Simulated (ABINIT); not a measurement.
## Quasiparticle gap of LiGeN (P6_3mc) in ABINIT

Aim: the G0W0 gap of LiGeN (P6_3mc) on PBE with spin-orbit coupling, step by step.

Method: PBE and many-body steps on it, plane waves, in ABINIT 10.8.3.

Report form: the programs' logs are mostly left out.

### Step 1. The structure

The structure is hexagonal, space group P6_3mc (No. 186). Conventional cell: a = 3.012 Å, b = 3.012 Å, c = 9.419 Å, α = 90.00°, β = 90.00°, γ = 120.00°. Nearest to Li lie 3 N at 2.18 Å. Ge has 3 N at 2.00 Å nearest. Nearest to N lie 3 Ge at 2.00 Å and 3 Li at 2.18 Å. Farther neighbours and most contacts between anions are not listed.

The cell and positions are those that the Materials Project relaxed with its own functionals (PBE, PBE+U or r2SCAN), kept fixed.

### Step 2. Ground state

This step: ABINIT 10.8.3; DFT, PBE with spin-orbit coupling, plane waves, norm-conserving pseudopotentials.

The ground-state density comes first.

File run.abi:

```
acell 3*1.0 Angstrom
rprim 
  3.012408535488 -0.000000000022 0.000000000000
  -1.506204267725 2.608822318321 0.000000000000
  0.000000000000 0.000000000000 9.419459000000
ntypat 3
znucl 3 32 7
natom 6
typat 1 1 2 2 3 3
xred 
  0.666666666667 0.333333333333 0.743392000000
  0.333333333333 0.666666666667 0.243392000000
  -0.000000000000 -0.000000000000 0.498023000000
  -0.000000000000 -0.000000000000 0.998023000000
  0.333333333333 0.666666666667 0.603223000000
  0.666666666667 0.333333333333 0.103223000000
pp_dirpath "pseudos"
pseudos "Li.upf, Ge.upf, N.upf"
ecut 56
nspinor 2
ngkpt 6 6 2
nshiftk 1
shiftk 0 0 0
kptopt 1
chksymbreak 0
nband 74
occopt 1
tolvrs 1e-10
nstep 60
prtwf 0
optforces 0
optstress 0
indata_prefix "in"
outdata_prefix "out"
tmpdata_prefix "tmp"
```

Started as:

```bash
OMP_NUM_THREADS=1 mpirun -n 8 abinit run.abi > log
```

Elapsed: 6.4 min, on 8 MPI ranks of Arm Neoverse V1, shared host; peak memory 1.3 GiB; 48 min of CPU time.

This step gave:

| Item | Value |
| --- | --- |
| total energy | -16180.9238 eV |
| gap | 1.457 eV |
| k of the valence top | 0.1667, 0.1667, 0 |
| k of the conduction bottom | 0.5, 0, 0 |
| least direct gap | 2.452 eV |

The gap is indirect, with the least direct gap 1.00 eV higher.

### Step 3. Bands along the symmetry lines

The cheap functional maps the bands first; the places of the edges decide which points the dearer methods must see.

File run.abi:

```
acell 3*1.0 Angstrom
rprim 
  3.012408535488 -0.000000000022 0.000000000000
  -1.506204267725 2.608822318321 0.000000000000
  0.000000000000 0.000000000000 9.419459000000
ntypat 3
znucl 3 32 7
natom 6
typat 1 1 2 2 3 3
xred 
  0.666666666667 0.333333333333 0.743392000000
  0.333333333333 0.666666666667 0.243392000000
  -0.000000000000 -0.000000000000 0.498023000000
  -0.000000000000 -0.000000000000 0.998023000000
  0.333333333333 0.666666666667 0.603223000000
  0.666666666667 0.333333333333 0.103223000000
pp_dirpath "pseudos"
pseudos "Li.upf, Ge.upf, N.upf"
ecut 56
nspinor 2
iscf -2
irdden 1
kptopt 0
nkpt 39
kpt 
  0.00000000 0.00000000 0.00000000
  0.12500000 0.00000000 0.00000000
  0.25000000 0.00000000 0.00000000
  0.37500000 0.00000000 0.00000000
  0.50000000 0.00000000 0.00000000
  0.45833333 0.08333333 0.00000000
  0.41666666 0.16666666 0.00000000
  0.37500000 0.25000000 0.00000000
  0.33333333 0.33333333 0.00000000
  0.25000000 0.25000000 0.00000000
  0.16666666 0.16666666 0.00000000
  0.08333333 0.08333333 0.00000000
  0.00000000 0.00000000 0.00000000
  0.00000000 0.00000000 0.12500000
  0.00000000 0.00000000 0.25000000
  0.00000000 0.00000000 0.37500000
  0.00000000 0.00000000 0.50000000
  0.12500000 0.00000000 0.50000000
  0.25000000 0.00000000 0.50000000
  0.37500000 0.00000000 0.50000000
  0.50000000 0.00000000 0.50000000
  0.45833333 0.08333333 0.50000000
  0.41666666 0.16666666 0.50000000
  0.37500000 0.25000000 0.50000000
  0.33333333 0.33333333 0.50000000
  0.25000000 0.25000000 0.50000000
  0.16666666 0.16666666 0.50000000
  0.08333333 0.08333333 0.50000000
  0.00000000 0.00000000 0.50000000
  0.50000000 0.00000000 0.50000000
  0.50000000 0.00000000 0.37500000
  0.50000000 0.00000000 0.25000000
  0.50000000 0.00000000 0.12500000
  0.50000000 0.00000000 0.00000000
  0.33333333 0.33333333 0.50000000
  0.33333333 0.33333333 0.37500000
  0.33333333 0.33333333 0.25000000
  0.33333333 0.33333333 0.12500000
  0.33333333 0.33333333 0.00000000
istwfk *1
nband 76
nbdbuf 6
tolwfr 1e-08
nstep 40
prtwf 0
prtvol 0
indata_prefix "in"
outdata_prefix "out"
tmpdata_prefix "tmp"
```

It took 7.6 min on 8 MPI ranks; peak memory 1.7 GiB; 54 min of CPU time.

Numbers from this step:

```
gap                        : 1.450 eV
k of the valence top       : 0.25, 0, 0
k of the conduction bottom : 0.5, 0, 0
least direct gap           : 2.452 eV
```

The gap is 1.450 eV, −0.007 eV from the run before at this level.

Electronic bands along the path, in eV, zero at the top of the highest filled band:

```
    point  band 57  band 58  band 59  band 60  band 61  band 62  band 63  band 64
        Γ    -1.10    -1.10    -0.29    -0.29     2.57     2.57     3.53     3.53
  halfway    -1.73    -1.73    -0.01     0.00     3.72     3.74     4.25     4.25
        M    -1.14    -1.14    -1.00    -1.00     1.45     1.45     2.16     2.16
  halfway    -1.11    -1.10    -0.66    -0.64     1.94     1.94     2.78     2.78
        K    -1.29    -1.29    -0.17    -0.17     2.44     2.44     2.48     2.48
  halfway    -1.53    -1.53    -0.02    -0.01     4.47     4.48     4.50     4.52
        Γ    -1.10    -1.10    -0.29    -0.29     2.57     2.57     3.53     3.53
  halfway    -1.10    -1.10    -0.67    -0.67     2.81     2.81     3.45     3.45
        A    -1.10    -1.10    -1.10    -1.10     3.19     3.19     3.19     3.19
  halfway    -0.88    -0.88    -0.87    -0.87     4.06     4.06     4.07     4.07
        L    -1.15    -1.15    -1.15    -1.15     1.89     1.89     1.89     1.89
  halfway    -0.94    -0.94    -0.94    -0.94     2.40     2.40     2.41     2.41
        H    -0.79    -0.79    -0.79    -0.79     2.41     2.41     2.45     2.45
  halfway    -0.74    -0.74    -0.74    -0.74     4.31     4.31     4.33     4.33
        A    -1.10    -1.10    -1.10    -1.10     3.19     3.19     3.19     3.19
jump to L    -1.15    -1.15    -1.15    -1.15     1.89     1.89     1.89     1.89
  halfway    -1.16    -1.16    -1.06    -1.06     1.59     1.59     2.10     2.10
        M    -1.14    -1.14    -1.00    -1.00     1.45     1.45     2.16     2.16
jump to H    -0.79    -0.79    -0.79    -0.79     2.41     2.41     2.45     2.45
  halfway    -1.15    -1.15    -0.37    -0.37     2.42     2.42     2.47     2.47
        K    -1.29    -1.29    -0.17    -0.17     2.44     2.44     2.48     2.48
```

### Step 4. Empty states on the mesh, 3×3×1 mesh, 144 bands

The sums over transitions need many empty states on a uniform mesh; this step solves for them.

File run.abi:

```
acell 3*1.0 Angstrom
rprim 
  3.012408535488 -0.000000000022 0.000000000000
  -1.506204267725 2.608822318321 0.000000000000
  0.000000000000 0.000000000000 9.419459000000
ntypat 3
znucl 3 32 7
natom 6
typat 1 1 2 2 3 3
xred 
  0.666666666667 0.333333333333 0.743392000000
  0.333333333333 0.666666666667 0.243392000000
  -0.000000000000 -0.000000000000 0.498023000000
  -0.000000000000 -0.000000000000 0.998023000000
  0.333333333333 0.666666666667 0.603223000000
  0.666666666667 0.333333333333 0.103223000000
pp_dirpath "pseudos"
pseudos "Li.upf, Ge.upf, N.upf"
ecut 56
nspinor 2
ngkpt 3 3 1
nshiftk 1
shiftk 0 0 0
kptopt 1
chksymbreak 0
iscf -2
irdden 1
istwfk *1
nband 144
nbdbuf 12
tolwfr 1e-09
nstep 60
prtvol 0
indata_prefix "in"
outdata_prefix "out"
tmpdata_prefix "tmp"
```

The job ended after 3.2 min (8 MPI ranks; peak memory 0.76 GiB).

This step gave:

| Quantity | Value |
| --- | --- |
| gap | 2.593 eV |
| k of the valence top | 0.3333, 0, 0 |
| k of the conduction bottom | 0.3333, 0.3333, 0 |
| least direct gap | 2.608 eV |
| k points computed | 3 |
| lowest point of the top converged band, above the valence top | 26.64 eV |

On this mesh the gap is 2.593 eV. The earlier step found 1.457 eV, so this mesh misses an edge.

### Step 5. Screening, 3×3×1 mesh, 132 bands, screening to 98 eV

The RPA dielectric matrix is built and inverted for each q.

This step: RPA screening on PBE with spin-orbit coupling, plane waves, norm-conserving pseudopotentials.

Edit run.abi of step 4 so:

```diff
@@ -25,10 +25,11 @@
 chksymbreak 0
-iscf -2
-irdden 1
 istwfk *1
-nband 144
-nbdbuf 12
-tolwfr 1e-09
-nstep 60
-prtvol 0
+occopt 1
+irdwfk 1
+optdriver 3
+nband 132
+ecuteps 3.6
+inclvkb 0
+awtr 1
+symchi 1
 indata_prefix "in"
```

The job ended after 46 s (8 MPI ranks; peak memory 3.5 GiB; 4.8 min of CPU time).

Numbers from this step:

- ε∞ with local fields, on this mesh, along the program's q direction: 15.27
- the same without local fields: 17.22
- plasma frequency: 33.43 eV
- plane waves in the screening matrix: 177

Local fields lower ε∞ by 11 %. On a Γ-centred mesh this coarse the value itself is usually too large, while a short band sum pulls it down.

### Step 6. Self-energy, 3×3×1 mesh, 132 bands, screening to 98 eV

The self-energy is evaluated for the states that the input lists, and the levels follow from it, in one-shot runs by the linearised quasiparticle equation.

This step: G0W0 on PBE with spin-orbit coupling, plane waves, norm-conserving pseudopotentials.

Edit run.abi of step 5 so:

```diff
@@ -28,8 +28,19 @@
 irdwfk 1
-optdriver 3
+optdriver 4
 nband 132
+gwcalctyp 0
+ecutsigx 56
+symsigma 0
+nkptgw 3
+kptgw 
+  0.3333333333 0.0000000000 0.0000000000
+  0.3333333333 0.3333333333 0.0000000000
+  0.0000000000 0.0000000000 0.0000000000
+bdgw 
+  57 63
+  57 64
+  55 64
 ecuteps 3.6
-inclvkb 0
-awtr 1
-symchi 1
+irdscr 1
+ppmodel 1
 indata_prefix "in"
```

Wall time 74 s (8 MPI ranks); peak memory 3.3 GiB; 7.9 min of CPU time.

Numbers from this step:

```yaml
g0w0_gap_on_the_points_computed: 3.087 eV
starting_gap_on_the_mesh: 2.593 eV
k_of_the_valence_top: 0.3333, 0, 0
k_of_the_conduction_bottom: 0.3333, 0.3333, 0
z_at_the_valence_top: 0.781
z_at_the_conduction_bottom: 0.806
least_direct_g0w0_gap_on_the_computed_points: 3.254 eV
```

The gap on the mesh goes from 2.59 eV to 3.09 eV, a correction of +0.49 eV. The start differs from the 1.46 eV found before because the two sample other k points.

Limits: finite bands, cutoff and mesh; screening head approximate; coarse k mesh. v1 is the top filled band, c1 the lowest empty one. Levels before and after the correction, in eV, zero at the valence-band top of each column:

```
           conduction bottom  valence top
Kohn-Sham               2.59         0.00
     G0W0               3.09         0.00
```

```
                           level  energy (eV)
Kohn-Sham         (0.333 0 0) v3       -1.251
Kohn-Sham         (0.333 0 0) v2       -0.026
Kohn-Sham         (0.333 0 0) v1        0.000
Kohn-Sham         (0.333 0 0) c1        2.875
Kohn-Sham         (0.333 0 0) c2        2.900
Kohn-Sham         (0.333 0 0) c3        3.211
Kohn-Sham     (0.333 0.333 0) v3       -1.135
Kohn-Sham  (0.333 0.333 0) v2-v1       -0.015
Kohn-Sham  (0.333 0.333 0) c1-c2        2.593
Kohn-Sham     (0.333 0.333 0) c3        2.637
     G0W0         (0.333 0 0) v3       -1.574
     G0W0         (0.333 0 0) v2       -0.033
     G0W0         (0.333 0 0) v1        0.000
     G0W0         (0.333 0 0) c1        3.468
     G0W0         (0.333 0 0) c2        3.497
     G0W0         (0.333 0 0) c3        3.823
     G0W0     (0.333 0.333 0) v3       -1.523
     G0W0  (0.333 0.333 0) v2-v1       -0.167
     G0W0  (0.333 0.333 0) c1-c2        3.087
     G0W0     (0.333 0.333 0) c3        3.119
```

### Step 7. Where the time went

Times are wall times on 8 MPI ranks of Arm Neoverse V1, shared host, good to a factor of about two.

```
                          step     time  share  memory (GiB)
                  ground state  6.4 min   33 %           1.3
bands along the symmetry lines  7.6 min   40 %           1.7
      empty states on the mesh  3.2 min   17 %          0.76
                     screening     46 s    4 %           3.5
                   self-energy     74 s    6 %           3.3
```

### Step 8. What came out

```yaml
pbe_gap: 1.45 eV, indirect
g0w0_gap_on_the_mesh: 3.09 eV
g0w0_gap_over_the_zone_rigid_shift: 1.94 eV
gw_settings: 3×3×1 mesh, 132 bands, screening to 98 eV, Godby-Needs plasmon pole
known_limits: not at the basis limit; screening head approximate; coarse k mesh
```

**Reading.** G0W0 moves the gap on the mesh from 2.59 eV to 3.09 eV (+0.49 eV), with Z of 0.78 and 0.81 at the edges. The mesh misses the band edges by 1.14 eV in all; a rigid shift gives 1.94 eV for the zone. Local fields lower the RPA ε∞ on this mesh from 17.22 to 15.27; a Γ-centred mesh this coarse tends to raise both, most where the direct gap is narrow, while a short band sum lowers them. Bands and cutoff are finite, so the gap is not at the basis limit. The miss can reach some tenths of an eV and take either sign; the mesh is an error of its own. A denser mesh or path gives a starting gap of 1.45 eV: the GW mesh misses a band edge, so its gaps are not the fundamental one. The 3×3×1 mesh is coarse for this cell, which bears on the long-range parts of exchange and screening. The long-wavelength limit of the screening leaves out the non-local commutator, which shifts ε∞.

[Paths, hosts, dates, memory and timing lines, banners, echoed tables and standing remarks are left out of the program output.]

[Logs are printed without paths, hosts, clocks, repeated set-up lines and the standing remarks that a program may print on its own settings, such as how far it seeks lower states.]

[Runs of the session that timed out or met a known fault of the program may be left out.]

[Hosts, paths, dates, database ids (printed as entryN), source tags and the programs' standing remarks are cut or masked in the printed files.]

[G0W0 gaps are taken among the corrected bands and points alone; a level outside them can change the order at an edge.]

[Where Ansatz stands beside ABINIT at settings called matched, ABINIT's density can come from a denser mesh and the files from another edition; pairs whose starting gaps differed by over 0.03 eV were left out, so agreement reads better than it is.]
